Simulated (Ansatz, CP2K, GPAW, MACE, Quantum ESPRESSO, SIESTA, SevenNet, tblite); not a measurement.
## Amorphous polyisobutylene (as short chains C10H22) at 400 K (64 atoms) in GPAW

How do the settings of GPAW change the result for amorphous polyisobutylene (as short chains C10H22) at 400 K (64 atoms)? A plane-wave run serves as the yardstick.

Main program and level: GPAW 26.7.0; the method is named at each step.

### 1. The starting structure

The cell holds 64 atoms: 20 C and 44 H. Cell: a = 8.318 Å, b = 8.318 Å, c = 8.318 Å, α = 90.0°, β = 90.0°, γ = 90.0°. 2 polyisobutylene chains of 2 units with methyl end groups placed at random, at 0.821 g/cm³; overlaps pushed apart, then 20 ps at 800 K with MMFF94 bonds, angles, torsions, charges and radii (Halgren, J. Comput. Chem. 17, 490 (1996)) in harmonic and 12-6 forms. Snapshot after 30 ps at 400 K and fixed volume. Then every atom was moved at random, 0.03 Å r.m.s. a Cartesian component (hydrogen 0.6 of that).

The yardstick, on the same geometry:

* method: Kohn-Sham DFT, PBE, SSSP efficiency 1.3.0 pseudopotentials, plane waves (Quantum ESPRESSO 7.5); sssp-pbe-1.3.0-efficiency, cutoffs 45/360 Ry, Γ point
* r.m.s. force component: 1.455 eV/Å
* longest force: 6.794 eV/Å
* pressure: 4.324 GPa
* gap (highest filled to lowest empty level): 5.382 eV
* time: 45 s on 1 thread of Arm Neoverse V1, shared host
* CPU time: 45 s

### 2. PBE, LCAO dzp, h 0.2 Å

Method: Kohn-Sham DFT, PBE, PAW, atomic orbitals (dzp).

run.py

```python
import numpy as np
from ase.io import read
from gpaw import GPAW, FermiDirac

atoms = read("structure.xyz")
atoms.calc = GPAW(
    mode="lcao",
    basis="dzp",
    h=0.2,
    xc="PBE",
    kpts={"size": (1, 1, 1), "gamma": True},
    occupations=FermiDirac(0.05),
    maxiter=200,
    symmetry={"point_group": False},
    txt="gpaw.txt",
)
energy = atoms.get_potential_energy(force_consistent=True)
forces = atoms.get_forces()
print(f"energy {energy:.6f} eV")
print("forces (eV/A)")
for i, (a, f) in enumerate(zip(atoms, forces)):
    print(f"{i:4d} {a.symbol:2s} {f[0]:10.5f} {f[1]:10.5f} {f[2]:10.5f}")
print(f"Fermi level {atoms.calc.get_fermi_level():.4f} eV")
for k in range(len(atoms.calc.get_ibz_k_points())):
    for s in range(atoms.calc.get_number_of_spins()):
        e = atoms.calc.get_eigenvalues(kpt=k, spin=s)
        n = np.searchsorted(e, atoms.calc.get_fermi_level())
        print(f"k {k} spin {s} levels about the Fermi level:", np.round(e[max(n - 6, 0):n], 4).tolist(), "|", np.round(e[n:n + 6], 4).tolist())
```

structure.xyz

```xyz
64
Lattice="8.31826 0.00000 0.00000 0.00000 8.31826 0.00000 0.00000 0.00000 8.31826" Properties=species:S:1:pos:R:3 pbc="T T T"
C 4.93772 1.38532 0.92383
C 5.12746 1.84000 2.32778
C 4.15955 1.53655 3.35284
C 4.63893 1.85006 4.81428
C 4.06339 0.06638 3.52070
C 2.69686 2.02092 3.00722
C 2.35315 3.52669 3.06187
C 2.00678 3.98012 4.51083
C 0.99536 3.66486 2.30932
C 3.44443 4.50800 2.47061
H 3.92980 1.57215 0.43538
H 5.58405 1.86387 0.16953
H 5.27228 0.40976 0.68884
H 6.15984 1.38299 2.58440
H 5.45728 2.86947 2.37012
H 3.89968 1.53738 5.48889
H 5.57681 1.53231 5.07214
H 4.70714 2.94050 4.90104
H 5.12521 7.99343 3.66087
H 3.57278 7.84129 4.35128
H 3.60122 7.88105 2.59189
H 1.97234 1.37310 3.56155
H 2.38892 1.79516 1.99688
H 1.73361 5.04868 4.46499
H 2.83994 3.86691 5.07447
H 1.14127 3.44775 4.93131
H 0.90544 4.71155 1.99114
H 0.99420 3.20519 1.34531
H 0.16720 3.39352 2.87920
H 4.11429 4.77352 3.16518
H 3.87415 4.02928 1.52923
H 2.95581 5.41061 2.13355
C 1.51767 7.45166 0.18525
C 1.16797 7.53152 7.12184
C 8.13260 8.13168 6.87463
C 8.10016 0.11171 5.41810
C 8.05341 1.16115 7.57536
C 6.96338 7.20237 7.39352
C 6.66392 5.85938 7.07892
C 7.68017 4.65889 7.26725
C 5.46676 5.34124 8.07437
C 6.08439 5.78102 5.67147
H 1.88816 0.04700 0.53986
H 0.71986 7.17516 0.79905
H 2.30607 6.57883 0.38106
H 1.93549 8.15356 6.72698
H 1.28925 6.56427 6.57941
H 7.93562 1.16822 5.24325
H 0.74099 0.09300 4.80870
H 7.28996 8.01539 4.90661
H 7.87265 1.01117 0.34978
H 7.23140 1.71797 7.08450
H 0.55657 1.75449 7.50033
H 7.06137 7.21276 0.18300
H 6.02941 7.77882 7.34519
H 7.92298 4.60765 0.02429
[... 4 atom lines left out ...]
H 5.33774 4.25704 8.03369
H 6.86747 5.95396 4.89189
H 5.35521 6.53674 5.50012
H 5.58396 4.75347 5.33666
```

The run is started by

```console
> OMP_NUM_THREADS=1 python run.py > output.txt
```

What it wrote:

```text
energy -329.892524 eV
forces (eV/A)
   0 C    -1.50011    1.43473   -2.20677
   1 C     4.27712    0.04392   -0.79328
   2 C    -2.68632   -0.91695    2.95268
   3 C    -1.97976    3.58109   -2.84319
   4 C     0.69824   -3.82481   -1.98902
   5 C     0.79544    0.57098    0.93493
   6 C    -1.22978    0.38251    0.79030
   7 C    -2.23910    0.64130   -2.85751
   8 C     2.77024    1.84127   -0.86637
   9 C    -3.66519   -3.19884   -3.65553
  10 H     0.21174   -0.34085    0.63965
  11 H     0.47877    1.02852    0.23373
  12 H    -0.12174   -2.30301    0.25528
  13 H    -0.90769    0.00272    0.27359
  14 H    -0.22444    1.32771   -0.15520
  15 H    -1.53471   -0.82563    1.64459
  16 H     3.15171   -1.70691    0.52397
  17 H     0.05694    0.80921    0.37086
  18 H    -0.52208   -0.00525   -0.54800
  19 H    -0.70438    0.86944    0.53838
  20 H     0.65949    0.21890    0.62402
  21 H     0.01846    0.50577    0.47205
  22 H     0.52051   -0.80906   -1.32616
  23 H    -0.09269    0.43599    0.17982
[...]
56 H     1.23586    0.48017    0.48062
  57 H    -1.07296    0.57220    0.43255
  58 H     0.02826    0.44407   -0.55348
  59 H    -3.05056    1.60267   -0.50633
  60 H    -0.36191   -0.53918   -0.71928
  61 H     0.06918   -0.04904    0.11531
  62 H    -1.32948    1.24057   -0.16921
  63 H     0.84663    1.50469    0.92700
Fermi level -0.9605 eV
k 0 spin 0 levels about the Fermi level: [-3.0706, -3.0175, -2.8056, -2.7344, -2.3629, -2.2859] | [3.6458, 4.5252, 4.9737, 5.1988, 5.4083, 5.4451]
```

gpaw.txt:

```text
Input parameters:
  mode=LCAO(),
  basis={'default': 'dzp'},
  h=0.2,
  kpts=MonkhorstPack(size=(1, 1, 1), gamma=True),
  maxiter=200,
  occupations=Occupations(name='fermi-dirac', width=0.05, fixmagmom=False),
  symmetry=Symmetry(point_group=False),
  xc=XC(name='PBE')
Unit cell  # Å
| periodic |        x |        y |        z |  lengths |    angles |
|----------|----------|----------|----------|----------|-----------|
|      yes | 8.318260 | 0.000000 | 0.000000 | 8.318260 | 90.000000 |
|      yes | 0.000000 | 8.318260 | 0.000000 | 8.318260 | 90.000000 |
|      yes | 0.000000 | 0.000000 | 8.318260 | 8.318260 | 90.000000 |
Number of symmetries: 1
Symmetry operations  # r_c * U_cc + t_c -> r_c
|   | kind |            matrix            |
|---|------|------------------------------|
| 0 |  E   |  1, 0, 0,  0, 1, 0,  0, 0, 1 |
BZ-sampling:
  Number of BZ points: 1
  Number of IBZ points: 1
  Monkhorst-Pack size: [1, 1, 1]
  Monkhorst-Pack shift: [0, 0, 0]
[... lines left out ...]
      Number of RI-basis functions 0
Reference energy: -21102.129448  # eV
eigensolver:
density mixing:
  MSR1-Mixer
occupation numbers:
  Fermi-Dirac:
    width: 0.0500  # eV
FastPoissonSolver using
    Stencil: 6*3+1=19 point O(h^6) finite-difference Laplacian
xc functional:
  name: PBE with 2 nearest neighbor stencil
interpolation: tri-quintic # 5. degree polynomial
Initialization done in: 4.705 s
convergence criteria:
- Maximum [total energy] change in last 3 cyles: 0.0005 eV / valence electron
- Maximum integral of absolute [dens]ity change: 0.0001 electrons / valence electron
- Maximum integral of absolute [eigenst]ate change: 4e-08 eV^2 / valence electron
maximum number of iterations: 200
SCF iterations
|iter     |      energy | eigst |  dens |
|---------|-------------|-------|-------|
|iter:   1| -345.823893 |      c|       |
|iter:   2| -342.845415 |      c| -0.67 |
|iter:   3| -330.038336 |      c| -0.70 |
|iter:   4| -329.902273 |      c| -1.41 |
|iter:   5| -329.892137 |      c| -2.01 |
|iter:   6| -329.892482c|      c| -2.72 |
|iter:   7| -329.892513c|      c| -3.24 |
|iter:   8| -329.892524c|      c| -3.68 |
|iter:   9| -329.892524c|      c| -4.41c|
Converged in 9 steps
SCF loop duration: 23.484 s (2.609 s/step)
Energy contributions relative to reference atoms: (reference = -21102.129448)
Energy contributions:
  Kinetic:         302.153742
  Coulomb:        -323.979273
  Zero:              2.254155
  External:          0.000000
  Xc:             -310.321148
  Entropy:          -0.000000
  Spinorbit:         0.000000
  ----------------------------
  Free energy:    -329.892524
  Extrapolated:   -329.892524
dipole moment: (32.236747, -13.448750, -9.208321)  # |e|*Ang
Fermi level: -0.961
Eigenvalues  # (at kpt = [0.000, 0.000, 0.000])
| band index |      eig [eV] | occ [0-2] |
|------------|---------------|-----------|
|          0 |       -17.063 |     2.000 |
|        ... |               |           |
|         54 |        -3.347 |     2.000 |
|         55 |        -3.194 |     2.000 |
[...]
|         69 |         5.753 |     0.000 |
|        ... |               |           |
|         78 |         6.978 |     0.000 |
Gap: 5.932 eV
Transition (v -> c):
  (s=0, k=0, n=61, [0.00, 0.00, 0.00]) -> (s=0, k=0, n=62, [0.00, 0.00, 0.00])
No difference between direct/indirect transitions
Force computation time: 5.509  # s
timing:  # [seconds]
  Total:  33.729  # ━━━━━━━━━━━━━━━━━━━━━━━━━━━━━━━━━━━━━━━━━━━━━━━━━━━━━━━━━
  Init:    4.703  # ━━━━━━━━
  SCF:    23.484  # ━━━━━━━━━━━━━━━━━━━━━━━━━━━━━━━━━━━━━━━╸
  Forces:  5.509  # ━━━━━━━━━╸
```

Run time: 36 s. Hardware: 1 thread of Arm Neoverse V1, shared host; peak memory 0.43 GiB.

Banners, paths, timers and routine set-up lines are dropped from the logs unmarked, and long logs keep their key lines alone; longer cuts are marked.

Compared with the plane-wave run:

```yaml
r_m_s_force_component: 1.595 eV/Å
r_m_s_difference_of_force_components: 287.6 meV/Å
longest_difference_of_force_vectors: 852.2 meV/Å
force_difference_over_r_m_s_force: 19.76 %
slope_of_forces_against_the_reference_s: 1.081
correlation_of_force_components: 0.9864
spacing_of_highest_filled_and_lowest_empty_level: 5.932 eV
gap_difference: 0.5497 eV
```

Length of the force difference by element (eV/Å):

| element | atoms | mean | most |
| --- | --- | --- | --- |
| C | 20 | 0.40 | 0.60 |
| H | 44 | 0.51 | 0.85 |

Levels nearest the highest filled one (eV from it): -0.78, -0.73, -0.52, -0.45, -0.08, 0.00, 5.93, 6.81, 7.26, 7.48, 7.69, 7.73.

The surroundings of C37, picked at random, nearest first, numbered as they follow in the input and with coordinates relative to it.

| atom | x | y | z | distance (Å) | bonds | Fx | Fy | Fz (eV/Å) |
| --- | --- | --- | --- | --- | --- | --- | --- | --- |
| C37 | 0.00 | 0.00 | 0.00 | 0.00 | 4 | -3.56 | -2.13 | 1.26 |
| H53 | 0.82 | 0.59 | -0.08 | 1.02 | 1 | 3.52 | 2.03 | -0.62 |
| H52 | -0.82 | 0.56 | -0.49 | 1.11 | 1 | -0.35 | 0.11 | 0.45 |
| H51 | -0.18 | -0.15 | 1.09 | 1.12 | 1 | -0.24 | 0.30 | -0.11 |
| C35 | 0.08 | -1.35 | -0.70 | 1.52 | 4 | 0.13 | -0.53 | -0.01 |
| H48 | -0.12 | 0.01 | -2.33 | 2.34 | 1 | -0.54 | 1.33 | 0.13 |
| C36 | 0.05 | -1.05 | -2.16 | 2.40 | 4 | 1.62 | 1.53 | -1.64 |
| C34 | 1.43 | -1.95 | -0.45 | 2.46 | 4 | -0.26 | -1.47 | -1.71 |
| C38 | -1.09 | -2.28 | -0.18 | 2.53 | 4 | 1.61 | 4.07 | 2.46 |

Atoms are counted from 1 here, from 0 in the log.

Forces lie 20 % from the reference's, at 0.80 times its CPU time.

### 3. PBE, LCAO dzp, h 0.2 Å, other mixer settings

Method: Kohn-Sham DFT, PBE, PAW, atomic orbitals (dzp).

run.py: that of step 2 with these lines changed.

```diff
@@ -2,3 +2,3 @@
 from ase.io import read
-from gpaw import GPAW, FermiDirac
+from gpaw import GPAW, FermiDirac, Mixer
 
@@ -12,2 +12,3 @@
     occupations=FermiDirac(0.05),
+    mixer=Mixer(0.1, 5, 50),
     maxiter=200,
```

structure.xyz is that of step 2.

What it wrote:

```text
energy -329.892524 eV
forces (eV/A)
   0 C    -1.49751    1.43590   -2.20729
   1 C     4.27831    0.04425   -0.79276
   2 C    -2.68428   -0.91548    2.95357
   3 C    -1.97643    3.58383   -2.84553
   4 C     0.69727   -3.82638   -1.99086
   5 C     0.79556    0.57302    0.93506
[...]
61 H     0.06959   -0.04928    0.11451
  62 H    -1.33006    1.24071   -0.16922
  63 H     0.84645    1.50367    0.92674
Fermi level -0.9605 eV
k 0 spin 0 levels about the Fermi level: [-3.0704, -3.0173, -2.8053, -2.7343, -2.3627, -2.2858] | [3.6459, 4.5252, 4.9738, 5.199, 5.4084, 5.4453]
```

gpaw.txt:

```text
Input parameters:
  mode=LCAO(),
  basis={'default': 'dzp'},
  h=0.2,
  kpts=MonkhorstPack(size=(1, 1, 1), gamma=True),
  maxiter=200,
[... lines left out ...]
  occupations=Occupations(name='fermi-dirac', width=0.05, fixmagmom=False),
[... lines left out ...]
  Fermi-Dirac:
[... lines left out ...]
convergence criteria:
- Maximum [total energy] change in last 3 cyles: 0.0005 eV / valence electron
[... lines left out ...]
Converged in 12 steps
[... lines left out ...]
  Free energy:    -329.892524
[... lines left out ...]
Fermi level: -0.961
[... lines left out ...]
|        ... |               |           |
|         78 |         6.979 |     0.000 |
Gap: 5.932 eV
Transition (v -> c):
  (s=0, k=0, n=61, [0.00, 0.00, 0.00]) -> (s=0, k=0, n=62, [0.00, 0.00, 0.00])
No difference between direct/indirect transitions
Force computation time: 5.625  # s
timing:  # [seconds]
  Total:  39.750  # ━━━━━━━━━━━━━━━━━━━━━━━━━━━━━━━━━━━━━━━━━━━━━━━━━━━━━━━━━
  Init:    3.862  # ━━━━━╸
  SCF:    30.218  # ━━━━━━━━━━━━━━━━━━━━━━━━━━━━━━━━━━━━━━━━━━━╸
  Forces:  5.625  # ━━━━━━━━
```

The job ended after 41 s (1 thread; peak memory 0.39 GiB).

Numbers from this run, and their distance from the reference:

```
r.m.s. force component                           : 1.595 eV/Å
r.m.s. difference of force components            : 287.8 meV/Å
longest difference of force vectors              : 852 meV/Å
force difference over r.m.s. force               : 19.78 %
slope of forces against the reference's          : 1.081
correlation of force components                  : 0.9864
gap (highest filled to lowest empty level) : 5.932 eV
gap difference                                   : 0.5497 eV
energy less the same-level run's                 : 0 meV/atom
r.m.s. force difference from the same-level run  : 0.953 meV/Å
```

Against the first run (20 %), the force difference from the reference is 20 %, at 1.1 times the CPU time: another solver or mixer reaches the same state.

### 4. PBE, LCAO szp(dzp), h 0.2 Å

Method: Kohn-Sham DFT, PBE, PAW, atomic orbitals (szp(dzp)).

run.py: that of step 3 with these lines changed.

```diff
@@ -2,3 +2,3 @@
 from ase.io import read
-from gpaw import GPAW, FermiDirac, Mixer
+from gpaw import GPAW, FermiDirac
 
@@ -7,3 +7,3 @@
     mode="lcao",
-    basis="dzp",
+    basis="szp(dzp)",
     h=0.2,
@@ -12,3 +12,2 @@
     occupations=FermiDirac(0.05),
-    mixer=Mixer(0.1, 5, 50),
     maxiter=200,
```

structure.xyz is that of step 3.

What it wrote:

```text
energy -298.179415 eV
forces (eV/A)
   0 C    -1.90784    1.80497   -0.76529
   1 C     3.12216   -0.48102   -0.57985
   2 C    -2.89834   -0.52669    2.98130
   3 C    -2.39087    3.30206   -4.31360
   4 C     0.53602   -2.48179   -2.18718
   5 C     1.91906    1.33586    1.50351
   6 C    -0.94205    0.31686    0.73786
   7 C    -2.39277    0.13276   -4.01238
   8 C     4.05613    1.48847   -0.11462
   9 C    -4.29589   -4.40332   -3.64435
  10 H    -1.05356   -0.08196    0.01559
  11 H     1.45939    1.59259   -0.76398
  12 H     0.54334   -3.88522   -0.13544
  13 H     0.07115   -0.49008    0.53802
  14 H     0.15701    2.81288   -0.06838
  15 H    -2.96094   -1.38326    2.64837
  16 H     5.03410   -2.35761    0.90116
  17 H     0.09639    2.30980    0.37589
  18 H     0.75252   -0.28399   -0.33028
  19 H    -1.31564    0.16029    1.70155
  20 H     0.11394   -0.22962   -0.54766
  21 H    -0.84710   -0.29285    1.15725
  22 H     0.12606   -1.02473   -2.67028
  23 H    -0.44366    1.96328   -0.06285
[...]
56 H     2.21659    0.67032   -0.73271
  57 H    -1.48263   -0.72942   -0.07461
  58 H     0.41560    0.53673    0.77954
  59 H    -4.58295    2.75399   -0.87988
  60 H    -0.37664   -2.16562   -0.75079
  61 H     1.22409    0.26273   -0.82401
  62 H    -2.45015    2.55968   -0.34047
  63 H     0.34988    0.42712    0.64821
Fermi level -0.0740 eV
k 0 spin 0 levels about the Fermi level: [-4.2125, -4.1024, -3.9726, -3.944, -3.5483, -3.467] | [5.277, 5.7314, 6.0176, 6.222, 6.4125, 6.5203]
```

gpaw.txt:

```text
Input parameters:
  mode=LCAO(),
  basis={'default': 'szp(dzp)'},
  h=0.2,
  kpts=MonkhorstPack(size=(1, 1, 1), gamma=True),
  maxiter=200,
  occupations=Occupations(name='fermi-dirac', width=0.05, fixmagmom=False),
  symmetry=Symmetry(point_group=False),
  xc=XC(name='PBE')
Unit cell  # Å
| periodic |        x |        y |        z |  lengths |    angles |
[... lines left out ...]
  Fermi-Dirac:
[... lines left out ...]
convergence criteria:
- Maximum [total energy] change in last 3 cyles: 0.0005 eV / valence electron
[... lines left out ...]
Converged in 8 steps
[... lines left out ...]
  Free energy:    -298.179415
  Extrapolated:   -298.179415
dipole moment: (32.723695, -12.188209, -9.592389)  # |e|*Ang
Fermi level: -0.074
Eigenvalues  # (at kpt = [0.000, 0.000, 0.000])
| band index |      eig [eV] | occ [0-2] |
|------------|---------------|-----------|
|          0 |       -18.058 |     2.000 |
|        ... |               |           |
|         54 |        -4.516 |     2.000 |
|         55 |        -4.300 |     2.000 |
[...]
|         69 |         6.825 |     0.000 |
|        ... |               |           |
|         78 |         8.216 |     0.000 |
Gap: 8.744 eV
Transition (v -> c):
  (s=0, k=0, n=61, [0.00, 0.00, 0.00]) -> (s=0, k=0, n=62, [0.00, 0.00, 0.00])
No difference between direct/indirect transitions
Force computation time: 4.586  # s
timing:  # [seconds]
  Total:  25.188  # ━━━━━━━━━━━━━━━━━━━━━━━━━━━━━━━━━━━━━━━━━━━━━━━━━━━━━━━━━
  Init:    3.691  # ━━━━━━━━╸
  SCF:    16.868  # ━━━━━━━━━━━━━━━━━━━━━━━━━━━━━━━━━━━━━━
  Forces:  4.587  # ━━━━━━━━━━╸
```

Elapsed: 27 s, on 1 thread; peak memory 0.42 GiB.

Numbers from this run, and their distance from the reference:

- r.m.s. force component: 2.046 eV/Å
- r.m.s. difference of force components: 1143 meV/Å
- longest difference of force vectors: 2931 meV/Å
- force difference over r.m.s. force: 78.52 %
- slope of forces against the reference's: 1.18
- correlation of force components: 0.8394
- gap (highest filled to lowest empty level): 8.744 eV
- gap difference: 3.362 eV

This is a coarse setting, run to see what it loses.

Against the first run (20 %), the force difference from the reference is 79 %, at 0.75 times the CPU time, with 356 basis functions against 480: the smaller basis costs accuracy.

[end of part 1 of 2]

[Also dropped from logs without a mark: logging warnings of Python, and SIESTA's first energy breakdown and zero terms.]

[Logs are printed without paths, hosts, clocks, repeated set-up lines and the standing remarks that a program may print on its own settings, such as how far it seeks lower states.]

[Hosts, paths, dates, database ids (printed as entryN), source tags and the programs' standing remarks are cut or masked in the printed files.]

[The MMFF94 radii named for the starting cell were scaled by 0.96; in molecules described by MMFF94, hydrogen bound to N, O or S took a small fixed 12-6 site in their place.]
